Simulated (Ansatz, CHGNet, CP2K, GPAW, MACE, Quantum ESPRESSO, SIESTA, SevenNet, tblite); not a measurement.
# Random rutile alloy of IrO2 and SiO2 (96 atoms): one structure in several programs

How near do other programs and methods come to a plane-wave reference for random rutile alloy of IrO2 and SiO2 (96 atoms)? A plane-wave run serves as the reference.

Method: Kohn-Sham DFT, PBE, PAW, plane waves, in Ansatz 0.2.0.

### Step 1. The structure

The cell holds 96 atoms: 16 Si, 64 O and 16 Ir. Cell: a = 8.677 Å, b = 8.677 Å, c = 11.638 Å, α = 90.0°, β = 90.0°, γ = 90.0°. It derives from IrO2 (rutile), repeated 2×2×4. Rutile IrO2, 2 x 2 x 4 conventional cells, 16 of 32 Ir sites given to Si at random (x = 0.500), lattice by Vegard's rule (cell 4.338, 4.338, 2.909, 90, 90, 90); every coordinate displaced by a Gaussian of 0.07 Å. Then every atom was moved at random, 0.03 Å r.m.s. a Cartesian component.

### Step 2. Reference: Ansatz, plane waves

The PAW files are the set soft_2.

Contents of input.yaml:

```yaml
crystal:
  lattice:
    - [8.677, 0.0, 0.0]
    - [0.0, 8.677, 0.0]
    - [0.0, 0.0, 11.638]
  atoms:
    - { symbol: Si, position: [0.01742, 0.01099, 0.00359] }
    - { symbol: Si, position: [0.24768, 0.24184, 0.12526] }
    - { symbol: O, position: [0.14278, 0.14045, 0.98668] }
    - { symbol: O, position: [0.33844, 0.35651, 0.01146] }
    [... 86 atom lines left out ...]
    - { symbol: Si, position: [0.49139, 0.50741, 0.74731] }
    - { symbol: Ir, position: [0.75238, 0.75348, 0.87366] }
    - { symbol: O, position: [0.64263, 0.64652, 0.76036] }
    - { symbol: O, position: [0.84252, 0.84793, 0.74914] }
    - { symbol: O, position: [0.61521, 0.9132, 0.89068] }
    - { symbol: O, position: [0.91195, 0.59612, 0.88276] }
kpoints:
  mp_grid: { grid: [1, 1, 1] }
hamiltonian:
  xc: pbe
scf:
  occupations: { method: fermi_dirac, width: 0.05 }
output:
  forces: true
  eigenvalues: true
  populations: true
  stress: true
```

Run with:

```console
> ansatz run input.yaml --threads 8 --pin off --max-ram 15872MiB --backend cpu --events-out ev --progress --plain --runs-dir out
```

Log:

```text
[...]
Pseudopotentials: kind: paw
Pseudopotential: Si, paw, valence charge 4, recommended cutoff 420 eV (normal), Si.paw.azcp
Pseudopotential: O, paw, valence charge 6, recommended cutoff 420 eV (normal), O.paw.azcp
Pseudopotential: Ir, paw, valence charge 17, recommended cutoff 420 eV (normal), Ir.paw.azcp
[... 5 lines on functional and potentials left out ...]
Crystal: 96 atoms, lattice volume = 876.229 Å³
Basis set: ecut = 420 eV, 17215 PW (Γ), exchange–correlation on 120×120×160 points (8 copies of the dense FFT grid, shifted against one another)
Bands: 456, of which v1, the nominal top of the filled ones, is band 360 counted from 1 (359 counted from 0)
Symmetry: 1 space group operations
Space group: P1 (ITA 1), of the structure as read, at distance tolerance 9.6e-5 Å
k-points: 1
[... 7 lines on functional and potentials left out ...]
Initial density: superposition of atomic densities (neutral atoms: chi_scale 0, normalization atom), corrected by the library's trained network
Initial wavefunctions: pseudopotential atomic-orbital guess
[...]
SCF iter   1: F=—  HF=-237405.292074 eV  |F-HF|=—  |Δ(HF+E_count)|=         —  Δρ=1.55e-2  dr2=4.91e0  ethr=1.77e-3  ⟨swp⟩=6.0  Hψ=1865  notcnv=0  defer=9
preconditioner: auto → Kerker (q_TF=auto, 2.640 Å⁻¹)  [metal: Δε(μ)=0.099 eV  Ē_g=14.423 eV  σ=0.050 eV  W_gap=0.45  n_scr=268 (ndim 8)  ℏωp=30.5 eV  f_vac=0.001  D(μ)=23.61/eV (n_scr^D=148)]
[...]
SCF iter  13: F=—  HF=-237404.890734 eV  |F-HF|=—  |Δ(HF+E_count)|=   4.12e-8  Δρ=1.71e-6  dr2=1.27e-7  ethr=6.82e-11  ⟨swp⟩=2.0  Hψ=607  notcnv=0  defer=81
SCF iter  14: F=-237404.890734 eV  HF=-237404.890734 eV  |F-HF|=2.01e-8  |Δ(HF+E_count)|=   1.15e-8  Δρ=1.01e-6  dr2=2.48e-8  ethr=1.39e-11  ⟨swp⟩=11.0  Hψ=1866  notcnv=0
SCF 1 converged in 14 iterations: F = -237404.890734 eV  dr2 = 2.48e-8
[...]
SCF converged after 14 iterations
Free energy (F): -237404.890734 eV
Harris-Foulkes:  -237404.890734 eV  (|F-HF|=2.01e-8)
Internal energy: -237404.641638 eV  (E = F + TS)
E sigma→0 (E₀):  -237404.766186 eV
Entropy (-TS):   -0.249096 eV (-2.595 meV/atom)
Fermi energy:    14.066198 eV
--- Per-component energies (eV) ---
[...]
Σ components = -237404.890734   (vs F -237404.890734, Δ=0.00e0)
--- Forces (eV/Å), atoms counted from 1 ---
  atom   1  Si    -5.07424709    -4.06232063    -0.41818443
  atom   2  Si     1.58894686     0.55431911    -0.19640025
  atom   3  O      1.27094862     0.86233165     5.75067946
  atom   4  O     -2.27367729    -3.80972512     0.26651227
[...]
atom  96  O      0.93662095    -0.72324101     1.32856770
  max |Σ_I F_I| component: 6.44e-5 eV/Å
--- Stress (GPa, compression-positive) ---
       30.517016       2.570904       0.939212
        2.570903      30.837688      -1.927500
        0.939212      -1.927500      43.740471
  P = ⅓ Tr σ = 35.0317 GPa (350.317 kbar)
--- Band table (eV) ---
  k-point 0: bands = ["-80.5982", "-80.3825", "-79.9297", "-79.8492", [... 440 levels ...], "22.9312", "22.9725", "23.0252", "23.0856", "23.1464", "23.2140", "23.2235", "23.3214", "23.3837", "23.4620", "23.4791", "23.5717"]
--- Löwdin populations: 96 sites ---
  site symbol       q [e]
     0     Si      2.4359
     1     Si      2.5384
     2      O      6.6791
[...]
95      O      6.6532
  spilling = 0.007196 (of n_electrons = 720.000000)
```

Run time: 8.9 s. Hardware: 8 threads of Arm Neoverse V2, shared host; peak memory 1.5 GiB.

The run gave:

| Quantity | Value |
| --- | --- |
| free energy | -237404.8907 eV |
| free energy per atom | -2472.9676 eV/atom |
| SCF cycles | 14 |
| pressure | 35.03 GPa |
| r.m.s. force component | 3.937 eV/Å |
| longest force | 17.92 eV/Å |
| Fermi energy | 14.07 eV |
| levels partly filled by over 2 per cent | 6 |
| spilling of the projection | 0.007196 |

Neighbours are counted within 2.52 Å (O-Ir), 2.16 Å (O-Si).

Length of the force by element and coordination:

| element | coordination | atoms | mean length of the force (eV/Å) | spread | least | most |
| --- | --- | --- | --- | --- | --- | --- |
| Ir | all | 16 | 9.59 | 5.02 | 1.97 | 17.9 |
| O | all | 64 | 5.16 | 3.27 | 0.823 | 15.6 |
| O | 2 | 1 | 2.49 | 0 | 2.49 | 2.49 |
| O | 3 | 63 | 5.20 | 3.28 | 0.823 | 15.6 |
| Si | all | 16 | 3.03 | 1.91 | 1.19 | 8.54 |
| Si | 5 | 1 | 3.33 | 0 | 3.33 | 3.33 |
| Si | 6 | 15 | 3.01 | 1.98 | 1.19 | 8.54 |

Löwdin charges by element and coordination (they lack the spilled electrons, 0.054 e an atom on average):

| element | coordination | atoms | mean charge (e) | spread | least | most |
| --- | --- | --- | --- | --- | --- | --- |
| Ir | all | 16 | 1.48 | 0.106 | 1.36 | 1.69 |
| O | all | 64 | -0.665 | 0.0541 | -0.747 | -0.500 |
| O | 2 | 1 | -0.713 | 0 | -0.713 | -0.713 |
| O | 3 | 63 | -0.664 | 0.0542 | -0.747 | -0.500 |
| Si | all | 16 | 1.51 | 0.0432 | 1.40 | 1.58 |
| Si | 5 | 1 | 1.53 | 0 | 1.53 | 1.53 |
| Si | 6 | 15 | 1.51 | 0.0442 | 1.40 | 1.58 |

The levels nearest the highest filled one (over half full), pooled over k-points and spins:

| level less the highest filled one (eV) | occupation |
| --- | --- |
| -0.351 | 2.00 |
| -0.224 | 1.98 |
| -0.202 | 1.98 |
| -0.147 | 1.93 |
| -0.119 | 1.88 |
| 0 | 1.17 |
| 0.0516 | 0.671 |
| 0.110 | 0.273 |
| 0.169 | 0.091 |
| 0.232 | 0.027 |
| 0.36 | 0.002 |
| 0.444 | 0 |

### Step 3. Structure statistics

Density 8.62 g/cm³, 9.127 Å³ an atom.

Pair distribution functions g(r), in bins of 0.2 Å:

| r (Å) | total | O-O | O-Ir | O-Si | Ir-Ir | Ir-Si | Si-Si |
| --- | --- | --- | --- | --- | --- | --- | --- |
| 1.50 | 0.09 | 0.00 | 0.14 | 0.27 | 0.00 | 0.00 | 0.00 |
| 1.70 | 0.95 | 0.00 | 2.04 | 2.24 | 0.00 | 0.00 | 0.00 |
| 1.90 | 2.58 | 0.00 | 6.08 | 5.54 | 0.00 | 0.00 | 0.00 |
| 2.10 | 0.51 | 0.00 | 1.02 | 1.27 | 0.00 | 0.00 | 0.00 |
| 2.30 | 0.29 | 0.65 | 0.00 | 0.00 | 0.00 | 0.00 | 0.00 |
| 2.50 | 1.06 | 2.38 | 0.00 | 0.00 | 0.00 | 0.00 | 0.00 |
| 2.70 | 1.70 | 3.75 | 0.00 | 0.00 | 0.00 | 0.39 | 0.37 |
| 2.90 | 0.90 | 1.56 | 0.00 | 0.00 | 2.00 | 1.92 | 1.64 |
| 3.10 | 0.71 | 0.92 | 0.41 | 0.58 | 0.85 | 0.70 | 0.81 |
| 3.30 | 1.25 | 0.29 | 1.76 | 1.44 | 3.00 | 3.67 | 4.38 |
| 3.50 | 1.12 | 0.11 | 1.50 | 1.64 | 4.76 | 2.71 | 3.41 |
| 3.70 | 0.76 | 0.67 | 0.96 | 1.03 | 0.00 | 0.30 | 0.00 |
| 3.90 | 0.92 | 0.39 | 1.74 | 1.64 | 0.00 | 0.00 | 0.00 |
| 4.10 | 0.56 | 0.47 | 0.68 | 0.75 | 0.32 | 0.23 | 0.32 |
| 4.30 | 1.46 | 1.42 | 1.55 | 1.53 | 1.03 | 1.77 | 1.04 |
| 4.50 | 1.35 | 1.18 | 1.69 | 1.72 | 0.68 | 0.61 | 0.67 |
| 4.70 | 0.93 | 1.77 | 0.31 | 0.33 | 0.00 | 0.00 | 0.00 |
| 4.90 | 0.78 | 1.57 | 0.15 | 0.19 | 0.11 | 0.06 | 0.00 |
| 5.10 | 1.03 | 0.97 | 0.98 | 0.89 | 1.86 | 1.55 | 1.65 |
| 5.30 | 1.40 | 1.22 | 1.09 | 1.01 | 3.48 | 3.54 | 3.40 |
| 5.50 | 1.06 | 0.91 | 1.21 | 1.24 | 0.83 | 1.05 | 1.19 |
| 5.70 | 0.77 | 0.37 | 1.28 | 1.27 | 0.25 | 0.33 | 0.25 |
| 5.90 | 0.43 | 0.28 | 0.56 | 0.58 | 0.47 | 0.63 | 0.23 |
| 6.10 | 0.70 | 0.99 | 0.40 | 0.43 | 0.73 | 0.48 | 1.17 |
| 6.30 | 0.96 | 1.07 | 0.99 | 1.03 | 0.48 | 0.28 | 0.28 |
| 6.50 | 1.18 | 0.75 | 1.86 | 1.88 | 0.00 | 0.10 | 0.13 |
| 6.70 | 1.60 | 1.77 | 1.61 | 1.48 | 0.97 | 1.23 | 0.79 |
| 6.90 | 1.41 | 1.58 | 0.90 | 1.05 | 2.12 | 2.59 | 2.40 |

Bonds by pair of elements; cutoffs follow the first minimum of g(r), held within bounds set by covalent radii, and pairs that aren't listed don't count as bonded:

| pair A-B | cutoff (Å) | bonds | mean length (Å) | spread (Å) | shortest (Å) | B about A | A about B |
| --- | --- | --- | --- | --- | --- | --- | --- |
| O-Ir | 2.52 | 96 | 1.89 | 0.111 | 1.6 | 1.5 | 6 |
| O-Si | 2.16 | 95 | 1.88 | 0.117 | 1.56 | 1.48 | 5.94 |

How many atoms have how many bonded neighbours:

| element | mean | 2 | 3 | 5 | 6 |
| --- | --- | --- | --- | --- | --- |
| Ir | 6 | 0 | 0 | 0 | 16 |
| O | 2.98 | 1 | 63 | 0 | 0 |
| Si | 5.94 | 0 | 0 | 1 | 15 |

Oxygen atoms by the number of network formers (Si, P, Ge, B, Al, As, Ga) bound to them:

| network formers bound to O | O atoms | per cent |
| --- | --- | --- |
| 0 | 8 | 12.5 |
| 1 | 27 | 42.2 |
| 2 | 19 | 29.7 |
| 3 | 10 | 15.6 |

Network units: each former by its oxygen neighbours and how many of them bridge to another former:

| former | O neighbours | bridging O | atoms |
| --- | --- | --- | --- |
| Si | 5 | 4 | 1 |
| Si | 6 | 2 | 1 |
| Si | 6 | 3 | 3 |
| Si | 6 | 4 | 4 |
| Si | 6 | 5 | 5 |
| Si | 6 | 6 | 2 |

Rings of the network by King's shortest-path rule, up to 12 atoms, one path for each pair of neighbours; H, halogens, alkali and alkaline-earth atoms are left out:

| ring size (atoms) | rings | per network atom |
| --- | --- | --- |
| 4 | 32 | 0.333 |
| 6 | 124 | 1.29 |
| 8 | 92 | 0.958 |
| 10 | 2 | 0.021 |

### Step 4. The other programs

The programs:
- CHGNet: machine-learned potential, published weights.
- CP2K 2026.2: Gaussian basis with GTH pseudopotentials and a plane-wave density; labels give functional, basis (MOLOPT sets; SR short-range, UZH the newer set with its own potentials), grid cutoff/relative cutoff and solver (OT: orbital transformation; TRS4, TC2, SIGN: linear-scaling purification with its sparsity filter), or its built-in tight binding.
- GPAW 26.7.0: PAW with atomic orbitals (LCAO), plane waves or a real-space grid of spacing h.
- MACE: machine-learned potential, published weights.
- Quantum ESPRESSO 7.5: plane waves; labels (QE) give functional, pseudopotential set and cutoffs of waves/density.
- SIESTA 5.4.2: numerical atomic orbitals, whose automatically made sets are far from complete, with PseudoDojo norm-conserving potentials that we converted to its format (checked against plane waves on the same files for H, C, O, Si, Ge and Ca alone); labels give functional, basis size, energy shift and mesh cutoff.
- SevenNet: machine-learned potential, published weights.
- tblite 0.8.0: extended tight binding, driven from Python.

All use the same cell and atoms; the electronic-structure runs use the same k-mesh, and an electronic temperature of 580 K (0.05 eV) where levels are smeared.

Differences are against the plane-wave reference, forces as r.m.s. over components; share is that over the reference's r.m.s. force, slope the least-squares factor from reference forces to these. Total energies of different programs have different zeros and aren't compared.

| run | Δ force, r.m.s. (meV/Å) | share (%) | slope | Δ pressure (GPa) | cores | CPU time | memory (GiB) |
| --- | --- | --- | --- | --- | --- | --- | --- |
| reference | - | - | - | - | 8 | 65 s | 1.5 |
| CHGNet 0.3.0 potential | 657 | 16.7 | 1.056 | 9.27 | 1 | 4.5 s | 2.1 |
| CP2K PBE, DZVP-UZH, 210/50 Ry, diagonalisation (coarse) | 189 | 4.79 | 1.006 | 0.836 | 4 | 15 min | 2.7 |
| CP2K PBE, DZVP-UZH, 600/50 Ry, diagonalisation | 95.6 | 2.43 | 1.005 | -0.225 | 4 | 17 min | 4.5 |
| CP2K PBE, SZV-MOLOPT-SR, 600/50 Ry, diagonalisation (coarse) | 1518 | 38.6 | 1.310 | 35.2 | 2 | 6.1 min | 2.2 |
| GPAW PBE, LCAO dzp, h 0.18 Å | 234 | 5.95 | 1.032 | - | 2 | 9.6 min | 2.2 |
| GPAW PBE, LCAO dzp, h 0.25 Å (coarse) | 302 | 7.67 | 1.035 | - | 1 | 5 min | 0.98 |
| GPAW PBE, LCAO sz(dzp), h 0.18 Å (coarse) | 1155 | 29.3 | 1.193 | - | 1 | 3 min | 1.3 |
| GPAW PBE, LCAO szp(dzp), h 0.18 Å (coarse) | 521 | 13.2 | 1.113 | - | 1 | 6.3 min | 1.6 |
| GPAW RPBE, LCAO dzp, h 0.18 Å | 296 | 7.52 | 1.053 | - | 2 | 9.6 min | 2.2 |
| MACE MP-0b3 medium potential | 569 | 14.5 | 0.960 | 1.20 | 1 | 8.4 s | 1.4 |
| QE PBE, sg15-1.2, 60/240 Ry (coarse) | 64.0 | 1.63 | 0.994 | -19.9 | 4 | 12 min | 1.6 |
| QE PBE, sssp-1.3.0-efficiency, 60/480 Ry | 44.7 | 1.14 | 1.010 | 0.0956 | 4 | 18 min | 3.4 |
| SIESTA PBE, DZ, shift 0.01 Ry, mesh 500 Ry (coarse) | 844 | 21.4 | 1.139 | 12.3 | 2 | 3.7 min | 1.3 |
| SIESTA PBE, DZP, shift 0.01 Ry, mesh 500 Ry | 257 | 6.53 | 1.052 | 5.61 | 4 | 9.1 min | 2.4 |
| SIESTA PBE, SZ, shift 0.01 Ry, mesh 500 Ry (coarse) | 1528 | 38.8 | 1.197 | 16.1 | 1 | 2.4 min | 0.84 |
| SevenNet l3i5 potential | 803 | 20.4 | 1.056 | 7.42 | 1 | 12 s | 2.1 |
| tblite GFN1-xTB | 1043 | 26.5 | 0.781 | -2.45 | 1 | 5.4 s | 0.13 |
| tblite GFN2-xTB | 1541 | 39.1 | 0.639 | -17.4 | 1 | 14 s | 0.13 |

Rows marked coarse use a setting chosen to be so.

Times of the machine-learned potentials are mostly Python's start and the loading of weights.

CPU time is summed over cores on a shared host, where runs went side by side, so it is rough. Symmetry, cutoffs, thresholds, outputs and thread counts weren't matched or tuned between programs; memory under MPI is the largest rank's times the ranks.

Runs without a result: CP2K GFN1-xTB, diagonalisation (not converged, the SCF not settling).

Mean charges by element (e), by run and scheme:

| run | scheme | Si | O | Ir |
| --- | --- | --- | --- | --- |
| reference | Löwdin | +1.51 | -0.67 | +1.48 |
| CP2K PBE, DZVP-UZH, 600/50 Ry, diagonalisation | Mulliken | +1.36 | -0.47 | +0.53 |
| SIESTA PBE, DZP, shift 0.01 Ry, mesh 500 Ry | Hirshfeld | +0.29 | -0.23 | +0.61 |
| tblite GFN1-xTB | Mulliken | +0.52 | -0.29 | +0.65 |
| tblite GFN2-xTB | Mulliken | +0.83 | -0.31 | +0.41 |

The reference's Löwdin charges lack the electrons that the projection spills, 0.054 e an atom on average.

Within one program, basis, potentials and functional, energies share a zero. Each run against its twin at the usual cutoff or grid and solver:

| run | twin | Δ energy (meV/atom) | Δ force, r.m.s. (meV/Å) | CPU time over the twin's |
| --- | --- | --- | --- | --- |
| CP2K PBE, DZVP-UZH, 210/50 Ry, diagonalisation | DZVP-UZH, 600/50 Ry, diagonalisation | -21.3 | 182 | 0.86 |
| GPAW PBE, LCAO dzp, h 0.25 Å | LCAO dzp, h 0.18 Å | 307 | 168 | 0.52 (this twin ran on 2 cores) |

### Step 5. Results

| Item | Value |
| --- | --- |
| reference r.m.s. force component | 3.94 eV/Å |
| nearest in forces | QE PBE, sssp-1.3.0-efficiency, 60/480 Ry, 1.1 % |
| farthest in forces | a tie at 39 % of 3 runs: CP2K PBE, SZV-MOLOPT-SR, 600/50 Ry, diagonalisation (coarse); SIESTA PBE, SZ, shift 0.01 Ry, mesh 500 Ry (coarse); tblite GFN2-xTB |
| cheapest electronic-structure run beside the reference | tblite GFN1-xTB, 5.4 s of CPU time |

What this shows: PBE on plane waves or a grid with other potentials, cutoffs or grids, coarse settings apart, differs from the reference by 1.1 % (QE PBE, sssp-1.3.0-efficiency, 60/480 Ry) of the r.m.s. force; this holds the reference's own error, so differences of a few per cent don't tell which side is nearer the exact PBE result (QE's 60 Ry are 816 eV, against the reference's 420 eV). The PBE runs in local orbitals, coarse settings apart, differ by 2.4 % (CP2K PBE, DZVP-UZH, 600/50 Ry, diagonalisation) to 6.5 % (SIESTA PBE, DZP, shift 0.01 Ry, mesh 500 Ry); basis, grid and potentials can all enter. Tight binding differs by 26 % (tblite GFN1-xTB) to 39 % (tblite GFN2-xTB); it is another model, with fitted parameters of its own, and the xTB methods hold dispersion. Machine-learned potentials differ by 14 % (MACE MP-0b3 medium potential) to 20 % (SevenNet l3i5 potential); they were trained on other programs' data. Rows with another functional or a dispersion term differ by 7.5 % (GPAW RPBE, LCAO dzp, h 0.18 Å), which mixes the change of model with differences of basis and potentials. tblite GFN2-xTB needed 74 SCF steps, so its time overstates the method's usual cost. Runs with settings chosen to be coarse differ by 1.6 % (QE PBE, sg15-1.2, 60/240 Ry) to 39 % (SIESTA PBE, SZ, shift 0.01 Ry, mesh 500 Ry), their programs' other errors included. Of the electronic-structure runs that take under half the reference's CPU time, tblite GFN1-xTB comes nearest, at 26 % in 5.4 s against 65 s; its pressure misses by -2.4 GPa. CP2K PBE, SZV-MOLOPT-SR, 600/50 Ry, diagonalisation stiffens the forces by a factor of 1.31 while following their directions (correlation 0.985); the slopes of the 3 CP2K runs lie between 1.00 and 1.31. In pressure, CP2K PBE, SZV-MOLOPT-SR, 600/50 Ry, diagonalisation misses by +35.2 GPa, at the same functional. Charges hang on model, scheme and program or settings: among these rows the mean for Si runs from +0.29 to +1.51 e. In the reference: counting bands leaves a spacing of only 0.052 eV (at Γ alone), which the smearing bridges: 6 levels are partly filled by over 2 %, so a gap, if any, is small at this level. In the reference: mean Löwdin charges: Ir +1.48, O -0.67, Si +1.51 e (they miss 0.72 % of the electrons, so they add up to more than the cell's charge). Periodic xTB results under one method name differ between programs and library versions. The potentials hold different valence shells: 720 electrons in the reference, 688 in GPAW and 688 in Quantum ESPRESSO with SSSP; this bears on time and differences. Machine-learned potentials mimic data converged in k, so the reference's own k-point error enters their differences. The reference's stress is far from hydrostatic: its diagonal is 30.5, 30.8, 43.7 GPa, compression counted positive. The host structure and its lattice constant were typed by rule, without a check against the phase diagram. The reference's pressure of 35 GPa belongs to unrelaxed atoms and would change as they relax. The runs have no spin polarisation, so moments on Ir can't form, and no Hubbard term. The electronic-structure runs sample only Γ, in a cell whose shortest periodic width is 9 Å, which is coarse for a cell with partly filled levels. Spin–orbit coupling is left out, which matters for the levels of the heavy elements.

[Long decimals in the printed logs are rounded to 6 places.]

[Also dropped from logs without a mark: lines with file paths, logging warnings of Python, QE's lines on negative density and diagonalisation, SIESTA's first energy breakdown, zero terms and Voronoi charges.]

[Logs are printed without paths, hosts, clocks, repeated set-up lines and the standing remarks that a program may print on its own settings, such as how far it seeks lower states.]

[Hosts, paths, dates, database ids (printed as entryN), source tags and the programs' standing remarks are cut or masked in the printed files.]

[Not all failed runs are listed: runs killed by the host, ended in a Python traceback or in CONQUEST's support-function errors, and SIESTA runs with faulty potentials for Cu, Fe, Ni or Zn are left out.]
